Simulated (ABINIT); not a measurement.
# LiF (Griceite): G0W0 on several meshes in ABINIT

Aim: the GW shift of LiF (Griceite) against the k mesh.

Calculated with ABINIT 10.8.3; PBE and many-body steps on it, plane waves.

Most raw output is cut from this account.

## Step 1: The starting structure

The structure is cubic, space group Fm-3m (No. 225). Conventional cell: a = 4.028 Å, b = 4.028 Å, c = 4.028 Å, α = 90.00°, β = 90.00°, γ = 90.00°. Li has 6 F at 2.01 Å nearest. Nearest to F lie 6 Li at 2.01 Å. Farther neighbours and most contacts between anions are not listed.

The cell and positions come from the Crystallography Open Database and are kept as given unless a step says otherwise.

## Step 2: Empty states on the mesh, 8×8×8 mesh, 309 bands

This step: ABINIT 10.8.3; DFT, PBE, plane waves, norm-conserving pseudopotentials.

The sums over transitions need many empty states on a uniform mesh; this step solves for them.

The input, run.abi:

```
acell 3*1.0 Angstrom
rprim 
  -0.000000000000 2.014000000000 2.014000000000
  2.014000000000 -0.000000000000 2.014000000000
  2.014000000000 2.014000000000 -0.000000000000
ntypat 2
znucl 3 9
natom 2
typat 1 2
xred 
  0.000000000000 0.000000000000 0.000000000000
  0.500000000000 0.500000000000 0.500000000000
pp_dirpath "pseudos"
pseudos "Li.upf, F.upf"
ecut 36
ngkpt 8 8 8
nshiftk 1
shiftk 0 0 0
kptopt 1
chksymbreak 0
irdden 1
istwfk *1
nband 309
prtvol 0
optdriver 6
gwr_task "HDIAGO"
paral_kgb 0
occopt 1
indata_prefix "in"
outdata_prefix "out"
tmpdata_prefix "tmp"
```

On the command line:

```sh
> OMP_NUM_THREADS=1 mpirun -n 4 abinit run.abi > log
```

The job ended after 16 s (4 MPI ranks of Intel Xeon Platinum 8375C at 2.90GHz (Ice Lake), shared host; peak memory 0.49 GiB; 62 s of CPU time).

This step gave:

| Property | Result |
| --- | --- |
| gap | 9.115 eV |
| k of the valence top | 0, 0, 0 |
| k of the conduction bottom | 0, 0, 0 |
| least direct gap | 9.115 eV |
| k points computed | 29 |
| lowest point of the top converged band, above the valence top | 384.5253 eV |

On this mesh the gap is 9.115 eV.

The density comes from a self-consistent run that is not shown.

## Step 3: Screening, 8×8×8 mesh, 126 bands, screening to 283 eV

The RPA dielectric matrix is built and inverted for each q.

This step: RPA screening on PBE, plane waves, norm-conserving pseudopotentials.

Edit run.abi of step 2 so:

```diff
@@ -20,10 +20,11 @@
 chksymbreak 0
-irdden 1
 istwfk *1
-nband 309
-prtvol 0
-optdriver 6
-gwr_task "HDIAGO"
-paral_kgb 0
 occopt 1
+irdwfk 1
+optdriver 3
+nband 126
+ecuteps 10.4
+inclvkb 2
+awtr 1
+symchi 1
 indata_prefix "in"
```

Elapsed: 5.7 min, on 4 MPI ranks; peak memory 1.5 GiB; 23 min of CPU time.

Numbers from this step:

```
ε∞ with local fields, on this mesh, along the program's q direction : 1.965
the same without local fields                                       : 2.078
plasma frequency                                                    : 29.05 eV
plane waves in the screening matrix                                 : 169
```

Local fields lower ε∞ by 5 %.

## Step 4: 8×8×8

The self-energy is evaluated for the states that the input lists, and the levels follow from it, in one-shot runs by the linearised quasiparticle equation.

This step: G0W0 on PBE, plane waves, norm-conserving pseudopotentials.

Edit run.abi of step 3 so:

```diff
@@ -23,8 +23,15 @@
 irdwfk 1
-optdriver 3
+optdriver 4
 nband 126
+gwcalctyp 0
+ecutsigx 36
+symsigma 1
+nkptgw 1
+kptgw 
+  0.0000000000 0.0000000000 0.0000000000
+bdgw 
+  3 9
 ecuteps 10.4
-inclvkb 2
-awtr 1
-symchi 1
+irdscr 1
+ppmodel 1
 indata_prefix "in"
```

The job ended after 18 s (4 MPI ranks; peak memory 1.3 GiB).

Numbers from this step:

- G0W0 gap on the points computed: 13.42 eV
- starting gap on the mesh: 9.115 eV
- k of the valence top: 0, 0, 0
- k of the conduction bottom: 0, 0, 0
- Z at the valence top: 0.826
- Z at the conduction bottom: 0.891
- least direct G0W0 gap on the computed points: 13.42 eV

The gap on the mesh goes from 9.11 eV to 13.42 eV, a correction of +4.31 eV.

## Step 5: Empty states on the mesh, 6×6×6 mesh, 134 bands

This step: DFT, PBE, plane waves, norm-conserving pseudopotentials.

Edit run.abi of step 4 so:

```diff
@@ -15,3 +15,3 @@
 ecut 36
-ngkpt 8 8 8
+ngkpt 6 6 6
 nshiftk 1
@@ -20,18 +20,10 @@
 chksymbreak 0
+irdden 1
 istwfk *1
+nband 134
+prtvol 0
+optdriver 6
+gwr_task "HDIAGO"
+paral_kgb 0
 occopt 1
-irdwfk 1
-optdriver 4
-nband 126
-gwcalctyp 0
-ecutsigx 36
-symsigma 1
-nkptgw 1
-kptgw 
-  0.0000000000 0.0000000000 0.0000000000
-bdgw 
-  3 9
-ecuteps 10.4
-irdscr 1
-ppmodel 1
 indata_prefix "in"
```

It took 9.2 s on 4 MPI ranks; peak memory 0.38 GiB; 35 s of CPU time.

This step gave:

| Property | Result |
| --- | --- |
| gap | 9.115 eV |
| k of the valence top | 0, 0, 0 |
| k of the conduction bottom | 0, 0, 0 |
| least direct gap | 9.115 eV |
| k points computed | 16 |
| lowest point of the top converged band, above the valence top | 206.6220 eV |

On this mesh the gap is 9.115 eV.

## Step 6: Screening, 6×6×6 mesh, 126 bands, screening to 283 eV

This step: RPA screening on PBE, plane waves, norm-conserving pseudopotentials.

Edit run.abi of step 5 so:

```diff
@@ -20,10 +20,11 @@
 chksymbreak 0
-irdden 1
 istwfk *1
-nband 134
-prtvol 0
-optdriver 6
-gwr_task "HDIAGO"
-paral_kgb 0
 occopt 1
+irdwfk 1
+optdriver 3
+nband 126
+ecuteps 10.4
+inclvkb 2
+awtr 1
+symchi 1
 indata_prefix "in"
```

Run time: 96 s. Hardware: 4 MPI ranks; peak memory 0.9 GiB.

Numbers from this step:

* ε∞ with local fields, on this mesh, along the program's q direction: 1.965
* the same without local fields: 2.078
* plasma frequency: 29.05 eV
* plane waves in the screening matrix: 169

## Step 7: 6×6×6

This step: G0W0 on PBE, plane waves, norm-conserving pseudopotentials.

Edit run.abi of step 6 so:

```diff
@@ -23,8 +23,15 @@
 irdwfk 1
-optdriver 3
+optdriver 4
 nband 126
+gwcalctyp 0
+ecutsigx 36
+symsigma 1
+nkptgw 1
+kptgw 
+  0.0000000000 0.0000000000 0.0000000000
+bdgw 
+  3 9
 ecuteps 10.4
-inclvkb 2
-awtr 1
-symchi 1
+irdscr 1
+ppmodel 1
 indata_prefix "in"
```

Elapsed: 9.9 s, on 4 MPI ranks; peak memory 0.88 GiB; 38 s of CPU time.

This step gave:

| Item | Value |
| --- | --- |
| G0W0 gap on the points computed | 13.42 eV |
| starting gap on the mesh | 9.115 eV |
| k of the valence top | 0, 0, 0 |
| k of the conduction bottom | 0, 0, 0 |
| Z at the valence top | 0.827 |
| Z at the conduction bottom | 0.891 |
| least direct G0W0 gap on the computed points | 13.42 eV |

Against G0W0 in ABINIT (8×8×8 mesh, 126 bands, screening to 283 eV, Godby-Needs plasmon pole), the gap moves by +0.001 eV.

## Step 8: Empty states on the mesh, 10×10×10 mesh, 134 bands

This step: DFT, PBE, plane waves, norm-conserving pseudopotentials.

Edit run.abi of step 7 so:

```diff
@@ -15,3 +15,3 @@
 ecut 36
-ngkpt 6 6 6
+ngkpt 10 10 10
 nshiftk 1
@@ -20,18 +20,10 @@
 chksymbreak 0
+irdden 1
 istwfk *1
+nband 134
+prtvol 0
+optdriver 6
+gwr_task "HDIAGO"
+paral_kgb 0
 occopt 1
-irdwfk 1
-optdriver 4
-nband 126
-gwcalctyp 0
-ecutsigx 36
-symsigma 1
-nkptgw 1
-kptgw 
-  0.0000000000 0.0000000000 0.0000000000
-bdgw 
-  3 9
-ecuteps 10.4
-irdscr 1
-ppmodel 1
 indata_prefix "in"
```

Run time: 21 s. Hardware: 4 MPI ranks; peak memory 0.47 GiB; 81 s of CPU time.

This step gave:

- gap: 9.115 eV
- k of the valence top: 0, 0, 0
- k of the conduction bottom: 0, 0, 0
- least direct gap: 9.115 eV
- k points computed: 47
- lowest point of the top converged band, above the valence top: 207.7964 eV

On this mesh the gap is 9.115 eV.

## Step 9: Screening, 10×10×10 mesh, 126 bands, screening to 283 eV

This step: RPA screening on PBE, plane waves, norm-conserving pseudopotentials.

Edit run.abi of step 8 so:

```diff
@@ -20,10 +20,11 @@
 chksymbreak 0
-irdden 1
 istwfk *1
-nband 134
-prtvol 0
-optdriver 6
-gwr_task "HDIAGO"
-paral_kgb 0
 occopt 1
+irdwfk 1
+optdriver 3
+nband 126
+ecuteps 10.4
+inclvkb 2
+awtr 1
+symchi 1
 indata_prefix "in"
```

Wall time 23 min (4 MPI ranks); peak memory 2.3 GiB.

Numbers from this step:

```yaml
eps_infinity_with_local_fields_on_this_mesh_along_the_program_s_q_direction: 1.965
the_same_without_local_fields: 2.079
plasma_frequency: 29.05 eV
plane_waves_in_the_screening_matrix: 169
```

## Step 10: 10×10×10

This step: G0W0 on PBE, plane waves, norm-conserving pseudopotentials.

Edit run.abi of step 9 so:

```diff
@@ -23,8 +23,15 @@
 irdwfk 1
-optdriver 3
+optdriver 4
 nband 126
+gwcalctyp 0
+ecutsigx 36
+symsigma 1
+nkptgw 1
+kptgw 
+  0.0000000000 0.0000000000 0.0000000000
+bdgw 
+  3 9
 ecuteps 10.4
-inclvkb 2
-awtr 1
-symchi 1
+irdscr 1
+ppmodel 1
 indata_prefix "in"
```

Run time: 20 s. Hardware: 4 MPI ranks; peak memory 2.1 GiB.

This step gave:

* G0W0 gap on the points computed: 13.42 eV
* starting gap on the mesh: 9.115 eV
* k of the valence top: 0, 0, 0
* k of the conduction bottom: 0, 0, 0
* least direct G0W0 gap on the computed points: 13.42 eV

Against G0W0 in ABINIT (8×8×8 mesh, 126 bands, screening to 283 eV, Godby-Needs plasmon pole), the gap moves by −0.001 eV.

## Step 11: Side by side

Times are wall times on 4 MPI ranks of Intel Xeon Platinum 8375C at 2.90GHz (Ice Lake), shared host. The host was busy with other work, so they are no guide to cost. A run's time includes the screening step that it read.

| run | mesh | bands | screening cutoff (eV) | DFT gap (eV) | gap on the mesh (eV) | direct (eV) | ε∞ used | time |
| --- | --- | --- | --- | --- | --- | --- | --- | --- |
| 8×8×8 | 8×8×8 | 126 | 283 | 9.115 | 13.422 | 13.422 | 1.97 | 6 min |
| 6×6×6 | 6×6×6 | 126 | 283 | 9.115 | 13.423 | 13.423 | 1.97 | 1.8 min |
| 10×10×10 | 10×10×10 | 126 | 283 | 9.115 | 13.421 | 13.421 | 1.97 | 24 min |

## Step 12: Outcome

| Quantity | Value |
| --- | --- |
| 8×8×8 | 13.422 eV |
| 6×6×6 | 13.423 eV |
| 10×10×10 | 13.421 eV |
| known limits | not at the basis limit |

What this shows: 6×6×6: no change against 8×8×8. 10×10×10: no change against 8×8×8. Bands and cutoff are finite, so the gap is not at the basis limit. The miss can reach some tenths of an eV and take either sign; the mesh is an error of its own. In the first G0W0 run levels were corrected at 1 k point alone, so a gap called «on the mesh» is the least over those, and an edge elsewhere would be missed.

[Paths, hosts, dates, memory and timing lines, banners, echoed tables and standing remarks are left out of the program output.]

[Logs are printed without paths, hosts, clocks, repeated set-up lines and the standing remarks that a program may print on its own settings, such as how far it seeks lower states.]

[Runs of the session that timed out or met a known fault of the program may be left out.]

[No measured gap is set beside runs whose start may be inverted or whose files or cutoffs have a known fault.]

[Hosts, paths, dates, database ids (printed as entryN), source tags and the programs' standing remarks are cut or masked in the printed files.]

[G0W0 gaps are taken among the corrected bands and points alone; a level outside them can change the order at an edge.]

[Where Ansatz stands beside ABINIT at settings called matched, ABINIT's density can come from a denser mesh and the files from another edition; pairs whose starting gaps differed by over 0.03 eV were left out, so agreement reads better than it is.]
